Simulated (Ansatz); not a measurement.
**How Nb(100) screens a field**

Where does the screening charge of Nb(100) sit?

Method: plane-wave DFT, r2SCAN, Ansatz PAW, in Ansatz 0.2.0.

Report form: the programs' logs are mostly left out.

## 1. The structure

The cell holds 9 atoms: 9 Nb. Its edges and angles: a = 3.300 Å, b = 3.300 Å, c = 31.200 Å, α = 90.0°, β = 90.0°, γ = 90.0°. Vacuum lies along c.

## 2. Atoms held, field 0

A sawtooth potential applies the field, turning back in the middle of the vacuum. With the dipole correction the typed value is the field outside the slab. The induced dipole is small, so the SCF threshold is tight.

Contents of input.yaml:

```yaml
crystal:
  lattice:
    - [3.3, 0.0, 0.0]
    - [0.0, 3.3, 0.0]
    - [0.0, 0.0, 31.2]
  atoms:
    - { symbol: Nb, position: [0.0, 0.0, 0.2884615385] }
    - { symbol: Nb, position: [0.5, 0.5, 0.3413461538] }
    - { symbol: Nb, position: [0.0, 0.0, 0.3942307692] }
    - { symbol: Nb, position: [0.5, 0.5, 0.4471153846] }
    - { symbol: Nb, position: [0.0, 0.0, 0.5] }
    - { symbol: Nb, position: [0.5, 0.5, 0.5528846154] }
    - { symbol: Nb, position: [0.0, 0.0, 0.6057692308] }
    - { symbol: Nb, position: [0.5, 0.5, 0.6586538462] }
    - { symbol: Nb, position: [0.0, 0.0, 0.7115384615] }
kpoints:
  mp_grid: { grid: [16, 16, 1] }
hamiltonian:
  xc: r2scan
scf:
  occupations: { method: fermi_dirac, width: 0.1 }
  convergence: { dr2_threshold: 1.0e-10 }
efield:
  axis: 3
  dipole_correction: true
  ramp_position: 0.97
  ramp_width: 0.06
  amplitude: 0
output:
  forces: true
  write_potential: true
  write_density: true
  volumetric_format: npy
```

On the command line:

```bash
ansatz run input.yaml --threads 4 --pin off --max-ram 6144MiB --backend cpu --events-out ev --progress --plain --runs-dir out
```

Run time: 53 s. Hardware: 4 threads of Intel Xeon Platinum 8488C (Sapphire Rapids), shared host; peak memory 1.9 GiB.

This step gave:

```yaml
energy_at_zero_smearing: -41069.0508 eV
work_function_upper_face: 3.722 eV
dipole_along_the_normal: 1.09e-7 e·Å
```

Running mean over 1.65 Å of the planar mean; the ramp of the sawtooth is left out. The electron's electrostatic potential energy less the Fermi level by z:

```tsv
z (Å)	electron's electrostatic potential energy less the Fermi level (eV)
4	3.72
5	3.71
6	3.61
7	2.81
8	-2.90
9	-10.7
10	-11.0
11	-10.9
12	-11.0
13	-11.0
14	-10.9
15	-10.9
16	-10.9
17	-10.9
18	-10.9
19	-11.0
20	-11.0
21	-11.0
22	-11.0
23	-5.01
24	2.35
25	3.54
26	3.70
27	3.72
```

Force by atom:

```tsv
atom	x (eV/Å)	y (eV/Å)	z (eV/Å)	size
Nb1	0.00	0.00	1.16	1.16
Nb2	0.00	0.00	-0.93	0.93
Nb3	0.00	0.00	-0.54	0.54
Nb4	0.00	0.00	0.35	0.35
Nb5	0.00	0.00	0.00	0.00
Nb6	0.00	0.00	-0.35	0.35
Nb7	0.00	0.00	0.54	0.54
Nb8	0.00	0.00	0.93	0.93
Nb9	0.00	0.00	-1.16	1.16
```

The work function of the upper face is 3.72 eV.

## 3. Atoms held, field 0.05 V/Å

input.yaml: that of step 2 with these lines changed.

```diff
@@ -27,3 +27,3 @@
   ramp_width: 0.06
-  amplitude: 0
+  amplitude: 0.05
 output:
```

Elapsed: 49 s, on 4 threads; peak memory 2 GiB.

The dipole is 0.0544 e·Å.

## 4. Atoms held, field -0.05 V/Å

input.yaml: that of step 3 with these lines changed.

```diff
@@ -27,3 +27,3 @@
   ramp_width: 0.06
-  amplitude: 0.05
+  amplitude: -0.05
 output:
```

Elapsed: 63 s, on 4 threads; peak memory 2 GiB; 4 min of CPU time.

The dipole is -0.0544 e·Å.

## 5. Atoms held, field 0.1 V/Å

input.yaml: that of step 4 with these lines changed.

```diff
@@ -27,3 +27,3 @@
   ramp_width: 0.06
-  amplitude: -0.05
+  amplitude: 0.1
 output:
```

The job ended after 54 s (4 threads; peak memory 2 GiB).

The dipole is 0.109 e·Å.

## 6. Single point, field -0.1 V/Å

input.yaml: that of step 5 with these lines changed.

```diff
@@ -27,3 +27,3 @@
   ramp_width: 0.06
-  amplitude: 0.1
+  amplitude: -0.1
 output:
```

It took 54 s on 4 threads; peak memory 2 GiB.

The dipole is -0.109 e·Å.

## 7. Atoms held, field 0.2 V/Å

input.yaml: that of step 6 with these lines changed.

```diff
@@ -27,3 +27,3 @@
   ramp_width: 0.06
-  amplitude: -0.1
+  amplitude: 0.2
 output:
```

Run time: 63 s. Hardware: 4 threads; peak memory 2 GiB; 4 min of CPU time.

The dipole is 0.218 e·Å.

## 8. Atoms held, field -0.2 V/Å

input.yaml: that of step 7 with these lines changed.

```diff
@@ -27,3 +27,3 @@
   ramp_width: 0.06
-  amplitude: 0.2
+  amplitude: -0.2
 output:
```

Elapsed: 62 s, on 4 threads; peak memory 2 GiB; 4 min of CPU time.

The dipole is -0.218 e·Å.

## 9. Atoms held, field 0.4 V/Å

input.yaml: that of step 8 with these lines changed.

```diff
@@ -27,3 +27,3 @@
   ramp_width: 0.06
-  amplitude: -0.2
+  amplitude: 0.4
 output:
@@ -33 +33,2 @@
   volumetric_format: npy
+  elf: true
```

It took 80 s on 4 threads; peak memory 2 GiB.

Running mean over 1.65 Å of the planar mean, with the applied field; the ramp of the sawtooth is left out. Table of electron's electrostatic potential energy less the Fermi level by z:

z (Å), electron's electrostatic potential energy less the Fermi level (eV) and a bar from the least value:
```
      3.5        2.6 ##########################
      4.0        2.8 ##########################
      4.5        2.9 ##########################
      5.0        3.1 ###########################
      5.5        3.3 ###########################
      6.0        3.4 ###########################
      6.5        3.3 ###########################
      7.0        2.8 ##########################
      7.5        1.2 #######################
      8.0       -2.9 ###############
      8.5       -7.9 ######
      9.0      -10.7 #
      9.5      -11.1 
     10.0      -11.0 
     10.5      -10.9 
     11.0      -10.9 
     11.5      -11.0 
     12.0      -11.0 
     12.5      -11.0 
     13.0      -11.0 
     13.5      -10.9 
     14.0      -10.9 
     14.5      -10.9 
     15.0      -10.9 
     15.5      -10.9 
     16.0      -10.9 
     16.5      -10.9 
     17.0      -10.9 
     17.5      -10.9 
     18.0      -10.9 
     18.5      -11.0 
     19.0      -11.0 
     19.5      -11.0 
     20.0      -11.0 
     20.5      -10.9 
     21.0      -10.9 
     21.5      -11.1 
     22.0      -11.0 
     22.5       -9.4 ###
     23.0       -5.0 ###########
     23.5       -0.2 ####################
     24.0        2.4 #########################
     24.5        3.3 ###########################
     25.0        3.8 ############################
     25.5        4.1 ############################
     26.0        4.3 #############################
     26.5        4.5 #############################
     27.0        4.7 ##############################
     27.5        4.9 ##############################
```

The dipole is 0.436 e·Å.

## 10. The response

This step: plane-wave DFT, r2SCAN, Ansatz PAW; screening of a field by a metal slab (Ansatz 0.2.0).

The dipoles give the slope, and the difference of two potentials shows where the field is screened.

Numbers from this step:

```yaml
equivalent_conductor_thickness_p_eps_0ae: 18.08 Å
distance_between_the_outer_atoms: 13.20 Å
inner_field_over_outer_field: 3.30e-5
image_plane_upper_face: 2.433 Å
induced_electrons_on_the_upper_face_over_eps_0e: -0.9993
image_plane_lower_face: 2.433 Å
induced_electrons_on_the_lower_face_over_eps_0e: 0.9992
```

Dipole of the cell against applied field:

```tsv
applied field (V/Å)	dipole of the cell (e·Å)
-0.200	-0.218
-0.100	-0.109
-0.050	-0.0544
0.000	0
0.050	0.0544
0.100	0.109
0.200	0.218
0.400	0.436
```

Local field over the applied field, running mean. From the potentials at -0.05 and 0.05 V/Å; running mean over 1.65 Å. The local field over applied field by z:

```tsv
z (Å)	local field over applied field
5	0.957
6	0.810
7	0.397
8	-0.0465
9	-0.0499
10	-0.00288
11	0.00347
12	0.00312
13	-2.7e-4
14	2.8e-4
15	2.1e-6
16	3.4e-5
17	2.9e-4
18	-2.8e-4
19	0.00159
20	0.00538
21	-0.00202
22	-0.0273
23	-0.0792
24	0.286
25	0.752
26	0.941
27	0.989
```

Electrons, planar mean, per unit field. The induced electron density by z:

```tsv
z (Å)	induced electron density (e/Å³ per V/Å)
4.5	1.3e-4
5.0	3.0e-4
5.5	6.4e-4
6.0	0.00126
6.5	0.00225
7.0	0.00340
7.5	0.00379
8.0	0.00170
8.5	-0.00236
9.0	-1.4e-4
9.5	6.5e-5
10.0	1.3e-4
10.5	-2.5e-4
11.0	-6.3e-5
11.5	9.6e-5
12.0	2.4e-5
12.5	4.3e-5
13.0	-2.9e-5
13.5	-1.1e-5
14.0	1.9e-5
14.5	-8.3e-6
15.0	1.5e-7
15.5	8.5e-6
16.0	-7.5e-6
16.5	1.8e-6
17.0	-2.3e-7
17.5	-3.8e-6
18.0	1.7e-5
18.5	-4.6e-7
19.0	-1.8e-5
19.5	-8.6e-5
20.0	-5.6e-5
20.5	2.6e-4
21.0	6.3e-5
21.5	-3.9e-4
22.0	3.4e-4
22.5	0.00178
23.0	1.1e-4
23.5	-0.00337
24.0	-0.00373
24.5	-0.00272
25.0	-0.00162
25.5	-8.4e-4
26.0	-4.0e-4
26.5	-1.8e-4
27.0	-8.0e-5
```

By hand: between -0.05 and 0.05 V/Å the dipole changes by 0.1088 e·Å, a slope of 1.088 e·Å²/V. A perfect conductor of thickness t has p = ε₀AEt, so t = 180.95 × 1.088 / 10.890 = 18.08 Å (e/ε₀ = 180.95 V·Å, A in Å²). Less the 13.20 Å between the outer atoms, and halved, that puts each image plane 2.44 Å out.

The induced dipole is that of a conductor 18.08 Å thick.

## 11. A changed input

This step: plane-wave DFT, r2SCAN, Ansatz PAW (Ansatz 0.2.0).

An input spoilt on purpose, to show how the run answers: it repeats the earlier run at 0.05 V/Å with efield.ramp_width from 0.06 to 0.9, and scf.max_iter set to 75.

input.yaml: that of step 9 with these lines changed.

```diff
@@ -22,2 +22,3 @@
   convergence: { dr2_threshold: 1.0e-10 }
+  max_iter: 75
 efield:
@@ -26,4 +27,4 @@
   ramp_position: 0.97
-  ramp_width: 0.06
-  amplitude: 0.4
+  ramp_width: 0.9
+  amplitude: 0.05
 output:
@@ -33,2 +34 @@
   volumetric_format: npy
-  elf: true
```

Elapsed: 0.43 s, on 4 threads; peak memory 0.87 GiB.

The program refused the input before any cycle.

The program's message: “Error: efield: ion 0 (Nb) at fractional coordinate 0.2885 along the field axis lies inside the sawtooth ramp with 2 of the planes that the density is read on at each end, [0.9617, 0.8783] — the ramp m …”

The fault put into the input: a ramp so wide that it reaches the atoms.

## 12. Varying the input

Another changed input: it repeats the earlier run at 0.05 V/Å with basis.ecutwfc to 800 eV and scf.algorithm to density_mixing.

input.yaml: that of step 11 with these lines changed.

```diff
@@ -22,3 +22,3 @@
   convergence: { dr2_threshold: 1.0e-10 }
-  max_iter: 75
+  algorithm: density_mixing
 efield:
@@ -27,3 +27,3 @@
   ramp_position: 0.97
-  ramp_width: 0.9
+  ramp_width: 0.06
   amplitude: 0.05
@@ -34 +34,3 @@
   volumetric_format: npy
+basis:
+  ecutwfc: "800 eV"
```

The job ended after 1.8 min (4 threads; peak memory 3.5 GiB).

This step gave:

- energy at zero smearing: -41069.0857 eV
- dipole along the normal: 0.05441 e·Å

Force by atom:

```tsv
atom	x (eV/Å)	y (eV/Å)	z (eV/Å)	size
Nb1	0.00	0.00	1.15	1.15
Nb2	0.00	0.00	-0.93	0.93
Nb3	0.00	0.00	-0.54	0.54
Nb4	0.00	0.00	0.35	0.35
Nb5	0.00	0.00	0.00	0.00
Nb6	0.00	0.00	-0.35	0.35
Nb7	0.00	0.00	0.54	0.54
Nb8	0.00	0.00	0.93	0.93
Nb9	0.00	0.00	-1.16	1.16
```

```tsv
quantity	this run	earlier run	difference
dipole along the normal (e·Å)	0.05441	0.05441	-1.4e-6
```

The dipole moves by under 0.5 % or 5e-5 e·Å.

## 13. Outcome

| Item | Value |
| --- | --- |
| work function | 3.72 eV |
| image plane, upper face | 2.43 Å |
| induced electrons on the upper face over ε₀E | -0.999 |
| equivalent conductor thickness p/(ε₀AE) | 18.1 Å |
| inner field over outer field | 3.3e-5 |

In words: The induced charge has its centre 2.43 Å outside the outermost atoms; this is the plane from which a capacitor's gap or an image potential counts. The equivalent conductor thickness exceeds the distance between the outer atoms by 4.88 Å, about the sum of the two image-plane distances. In the middle of the slab the field is screened to under 0.5 % of its outer value. The atoms are held at bulk positions with the tabulated experimental lattice constant.

[Logs are printed without paths, hosts, clocks, repeated set-up lines and the standing remarks that a program may print on its own settings, such as how far it seeks lower states.]

[Hosts, paths, dates, database ids (printed as entryN), source tags and the programs' standing remarks are cut or masked in the printed files.]

[Maps of the electrostatic potential energy from Ansatz leave out the sawtooth potential of an applied field or a dipole correction, so their vacuum need not be flat; planar profiles and work functions include it.]
